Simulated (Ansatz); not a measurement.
# A low-energy model for ScF3 (Pm-3m): bands, U and J, part 2 of 2

How strongly is the local Coulomb interaction screened in ScF3 (Pm-3m)?

Ansatz 0.2.0; non-magnetic LDA, then constrained RPA, plane waves, PAW.

So far. Step 2 (LDA bands and orbital weights): The gap is indirect, with the least direct gap 0.54 eV higher. Step 3 (Constrained RPA: Sc t2g, bands c1 to c3, 4×4×4 mesh …): On the Sc t2g shell, screening brings the on-site interaction from 15.9 eV down to U = 7.07 eV.

**4. Constrained RPA: Sc t2g + anion p, bands v9 to c3, 4×4×4 mesh, medium accuracy**

Level of this step: constrained RPA on LDA, plane waves, PAW (Ansatz).

input.yaml

```yaml
crystal:
  lattice:
    - [-4.01245, 0.0, 0.0]
    - [0.0, 0.0, -4.01245]
    - [0.0, -4.01245, 0.0]
  atoms:
    - { symbol: Sc, position: [0.0, 0.0, 0.0] }
    - { symbol: F, position: [0.5, 0.0, 0.0] }
    - { symbol: F, position: [0.0, 0.5, 0.0] }
    - { symbol: F, position: [0.0, 0.0, 0.5] }
kpoints:
  mp_grid: { grid: [6, 6, 6] }
hamiltonian:
  xc: lda
scf:
  occupations: { method: gaussian, width: 0.08 }
  n_extra_bands: 19
  max_iter: 150
  lower_state_search: "off"
output:
  crpa:
    kmesh: [4, 4, 4]
    target_bands: [v9, c3]
    projections:
      - { species: Sc, l: d, shell: 3, orbitals: [dxz, dyz, dxy] }
      - { species: F, l: p, shell: 2 }
  local_orbitals:
    kmesh: [8, 8, 8]
    orbitals:
      - { species: Sc, l: d, shell: 3, orbitals: [dxz, dyz, dxy] }
      - { species: F, l: p, shell: 2 }
    window: { bands: [v9, c3] }
    seedname: lo
```

Launch:

```
ansatz run input.yaml --threads 4 --pin off --max-ram 9216MiB --backend cpu --events-out ev --progress --plain --runs-dir out
```

Numbers of over 12 decimals in the logs are rounded to 6 here.

Output:

```text
[...]
Crystal: 4 atoms, lattice volume = 64.599 Å³
Basis set: ecut = 420 eV, 1237 PW (Γ)
Bands: 35, of which v1, the nominal top of the filled ones, is band 16 counted from 1 (15 counted from 0)
Symmetry: 48 space group operations
[...]
k-points: 20 of 216
[...]
SCF iter   1: F=—  HF=-4477.827598 eV  |F-HF|=—  |Δ(HF+E_count)|=         —  Δρ=1.81e-2  dr2=1.53e-1  ethr=1.77e-3  ⟨swp⟩=5.2  Hψ=3213  notcnv=0  defer=96
[...]
SCF iter   6: F=-4477.785706 eV  HF=-4477.785706 eV  |F-HF|=1.91e-8  |Δ(HF+E_count)|=   2.33e-7  Δρ=6.62e-6  dr2=3.45e-8  ethr=3.13e-10  ⟨swp⟩=8.2  Hψ=3471  notcnv=0
SCF 1 converged in 6 iterations: F = -4477.785706 eV  dr2 = 3.45e-8
[...]
cRPA screening: q 1/64
cRPA screening: q 2/64
cRPA screening: q 8/64 (q-point 3)
cRPA screening: q 11/64 (q-point 6)
cRPA screening: q 17/64 (q-point 7)
cRPA screening: q 29/64 (q-point 8)
cRPA screening: q 35/64 (q-point 11)
cRPA screening: q 38/64 (q-point 22)
cRPA screening: q 40/64 (q-point 23)
cRPA screening: q 46/64 (q-point 24)
cRPA screening: q 52/64 (q-point 27)
cRPA screening: q 58/64 (q-point 28)
cRPA screening: q 64/64 (q-point 43)
SCF converged after 6 iterations
Free energy (F): -4477.785706 eV
[...]
Internal energy: -4477.785706 eV  (E = F + TS)
E sigma→0 (E₀):  -4477.785706 eV
Fermi energy:    2.495016 eV
[...]
--- Band table (eV; the first three rows and the last of 20) ---
  k-point 0: bands = [... 12 lower, -1.1987, -1.1498, -1.1498, -1.1498, 5.6016, 5.6016, 5.6016, 7.0285, ... 15 higher]
  k-point 1: bands = [... 12 lower, -1.3187, -1.2312, -1.1640, -1.1640, 5.6118, 5.8318, 5.8318, 7.3651, ... 15 higher]
  k-point 2: bands = [... 12 lower, -1.6031, -1.2928, -1.1611, -1.1611, 5.6323, 6.2895, 6.2895, 7.3904, ... 15 higher]
  k-point 19: bands = [... 12 lower, -2.9102, -0.6123, -0.6123, -0.6123, 7.2488, 7.2488, 7.2488, 10.1821, ... 15 higher]
[...]
χ-basis size per q: N_G = 208..251
[...]
Each shell's averages of U are screened by what lies outside the whole window alone: parameters of one model of all the shells.
    Site 0, 3D, 3 of 5 d orbitals (Wannier functions 1, 2, 3; wannier90's mr 2, 3, 5):
      screened: U = 9.0648 eV, U' = 8.0351 eV, J = 0.5165 eV
      screened, to within: U = 1.2e-2 eV, U' = 1.2e-2 eV, J = 6.7e-4 eV
      bare: V = 16.6733 eV, V' = 15.4017 eV, J = 0.6394 eV
    Site 1, 2P, 3 of 3 p orbitals (Wannier functions 4, 5, 6; wannier90's mr 1, 2, 3):
      screened: U = 11.4407 eV, U' = 9.6054 eV, J = 0.8845 eV
      screened, to within: U = 2.6e-2 eV, U' = 2.6e-2 eV, J = 1.2e-3 eV
      bare: V = 22.8893 eV, V' = 20.6294 eV, J = 1.0917 eV
    Site 2, 2P, 3 of 3 p orbitals (Wannier functions 7, 8, 9; wannier90's mr 1, 2, 3):
      screened: U = 11.4407 eV, U' = 9.6054 eV, J = 0.8845 eV
      screened, to within: U = 2.6e-2 eV, U' = 2.6e-2 eV, J = 1.2e-3 eV
      bare: V = 22.8893 eV, V' = 20.6294 eV, J = 1.0917 eV
    Site 3, 2P, 3 of 3 p orbitals (Wannier functions 10, 11, 12; wannier90's mr 1, 2, 3):
      screened: U = 11.4407 eV, U' = 9.6054 eV, J = 0.8845 eV
      screened, to within: U = 2.6e-2 eV, U' = 2.6e-2 eV, J = 1.2e-3 eV
      bare: V = 22.8893 eV, V' = 20.6294 eV, J = 1.0917 eV
[...]
```

Elapsed: 70 s, on 4 threads of Arm Neoverse V2, shared host; peak memory 0.56 GiB.

This step gave:

```
U                                                 : 9.065 eV
U prime (inter-orbital)                           : 8.035 eV
J                                                 : 0.5165 eV
bare V                                            : 16.67 eV
bare J                                            : 0.6394 eV
stated bound on U                                 : 0.01122 eV
U over bare V                                     : 0.5437
electrons in the window                           : 18
head of the constrained inverse dielectric matrix : 0.5426
least eigenvalue of the projection's overlap      : 0.7586
target functions                                  : 12
bands in the sums                                 : 38
r.m.s. miss of the model bands                    : 1.34e-4 eV
width of the target bands                         : 11.00 eV
weight of the projected orbitals in the window    : 0.9823
```

On the Sc t2g shell, screening brings the on-site interaction from 16.7 eV down to U = 9.06 eV.

Kanamori averages over each shell's functions. Crpa shells, by row:

```csv
site,element,shell,orbitals,U (eV),U' (eV),J (eV),bare V (eV),bare V' (eV),bare J (eV),bound on U (eV)
1,Sc,3D,3,9.065,8.035,0.5165,16.67,15.4,0.6394,0.01122
2,F,2P,3,11.44,9.605,0.8845,22.89,20.63,1.092,0.02572
3,F,2P,3,11.44,9.605,0.8845,22.89,20.63,1.092,0.02572
4,F,2P,3,11.44,9.605,0.8845,22.89,20.63,1.092,0.02572
```

Projected local orbitals of the target window. Electronic bands along the path, in eV, zero at the Fermi level; v1 is the highest filled band, c1 the lowest empty one:

```csv
point,v4,v3,v2,v1,c1,c2,c3
Γ,-3.69,-3.64,-3.64,-3.64,3.11,3.11,3.11
halfway,-3.95,-3.76,-3.66,-3.66,3.13,3.57,3.57
X,-4.28,-3.82,-3.65,-3.65,3.15,4.02,4.02
halfway,-4.09,-3.93,-3.91,-3.36,3.60,4.04,4.36
M,-4.26,-4.07,-4.07,-3.11,4.06,4.06,4.71
halfway,-3.96,-3.92,-3.88,-3.47,3.57,3.60,3.95
Γ,-3.69,-3.64,-3.64,-3.64,3.11,3.11,3.11
halfway,-4.66,-3.54,-3.54,-3.41,3.94,3.98,3.98
R,-5.41,-3.11,-3.11,-3.11,4.75,4.75,4.75
halfway,-4.68,-3.49,-3.45,-3.31,3.99,4.36,4.39
X,-4.28,-3.82,-3.65,-3.65,3.15,4.02,4.02
jump to R,-5.41,-3.11,-3.11,-3.11,4.75,4.75,4.75
halfway,-5.04,-3.38,-3.38,-3.11,4.39,4.39,4.73
M,-4.26,-4.07,-4.07,-3.11,4.06,4.06,4.71
```

The same for Kohn-Sham, solved directly:

```csv
point,v4,v3,v2,v1,c1,c2,c3
Γ,-3.69,-3.64,-3.64,-3.64,3.11,3.11,3.11
X,-4.28,-3.82,-3.65,-3.65,3.15,4.02,4.02
M,-4.26,-4.07,-4.07,-3.11,4.06,4.06,4.71
Γ,-3.69,-3.64,-3.64,-3.64,3.11,3.11,3.11
R,-5.41,-3.11,-3.11,-3.11,4.75,4.75,4.75
X,-4.28,-3.82,-3.65,-3.65,3.15,4.02,4.02
R,-5.41,-3.11,-3.11,-3.11,4.75,4.75,4.75
M,-4.26,-4.07,-4.07,-3.11,4.06,4.06,4.71
```

Onsite levels, by row:

```csv
orbital,level less Fermi level (eV)
Sc1 dxz,3.078
Sc1 dyz,3.078
Sc1 dxy,3.078
F2 pz,-3.679
F2 px,-5.323
F2 py,-3.679
F3 pz,-5.323
F3 px,-3.679
F3 py,-3.679
F4 pz,-3.679
F4 px,-3.679
F4 py,-5.323
```

Largest distinct elements between sites. Hoppings, by row:

```csv
from,to,cell,distance (Å),t (eV)
Sc1 dxz,F3 px,0 0 0,2.006,1.328
F4 py,F4 py,0 0 -1,4.012,0.4449
F2 pz,F2 pz,-1 0 0,4.012,-0.1539
F4 pz,F3 pz,0 -1 1,2.837,0.0986
F4 pz,F3 py,0 0 0,2.837,-0.0677
F3 py,F2 py,-1 1 0,2.837,-0.0554
Sc1 dxz,Sc1 dxz,1 0 0,4.012,0.0342
Sc1 dxz,F2 pz,0 1 0,4.486,-0.0336
Sc1 dyz,Sc1 dyz,-1 0 0,4.012,-0.0231
Sc1 dyz,Sc1 dyz,0 1 1,5.674,-0.0226
F2 py,F2 py,-1 0 -1,5.674,0.0157
F4 px,F4 px,1 0 0,4.012,0.0135
```

**5. The windows together**

Times are wall times on 4 threads of Arm Neoverse V2, shared host, good to a factor of about two.

```csv
target,bands,functions,width (eV),bare V (eV),U (eV),U′ (eV),J (eV),U/V,time
Sc t2g,c1–c3,3,1.65,15.95,7.07,6.13,0.47,0.44,16 s
Sc t2g + anion p,v9–c3,12,11.00,16.67,9.06,8.04,0.52,0.54,70 s
```

**6. Outcome**

* Sc t2g: U 7.07 eV, U′ 6.13 eV, J 0.47 eV, bare V 15.9 eV
* Sc t2g + anion p: U 9.06 eV, U′ 8.04 eV, J 0.52 eV, bare V 16.7 eV
* method: constrained RPA on non-magnetic LDA, 4×4×4 mesh, static; search for lower states off

**Reading.** For Sc t2g, screening cuts the on-site interaction from 15.95 eV to 7.07 eV (44 %), while J goes only from 0.59 eV to 0.47 eV: the monopole is screened far more than the multipoles. U − 2J differs from U′ by +0.01 eV, so the Kanamori relation holds well. U is 4.3 times the width of the target bands. With the window Sc t2g + anion p U becomes 9.06 eV and the bare V 16.67 eV, so U/V goes from 0.44 to 0.54. The window Sc t2g is empty, so it holds no transition to leave out and its U is the fully screened RPA value. The parent state is non-magnetic and the interaction static (zero frequency); U depends on the window and the orbitals, so it belongs to this model alone. A window that holds the anion p bands defines a model with explicit ligands; its U belongs to that model and is not the U of DFT+U.

[Paths, hosts, dates, memory and timing lines, banners, echoed tables and standing remarks are left out of the program output.]

[Logs are printed without paths, hosts, clocks, repeated set-up lines and the standing remarks that a program may print on its own settings, such as how far it seeks lower states.]

[Runs of the session that timed out or met a known fault of the program may be left out.]

[Hosts, paths, dates, database ids (printed as entryN), source tags and the programs' standing remarks are cut or masked in the printed files.]
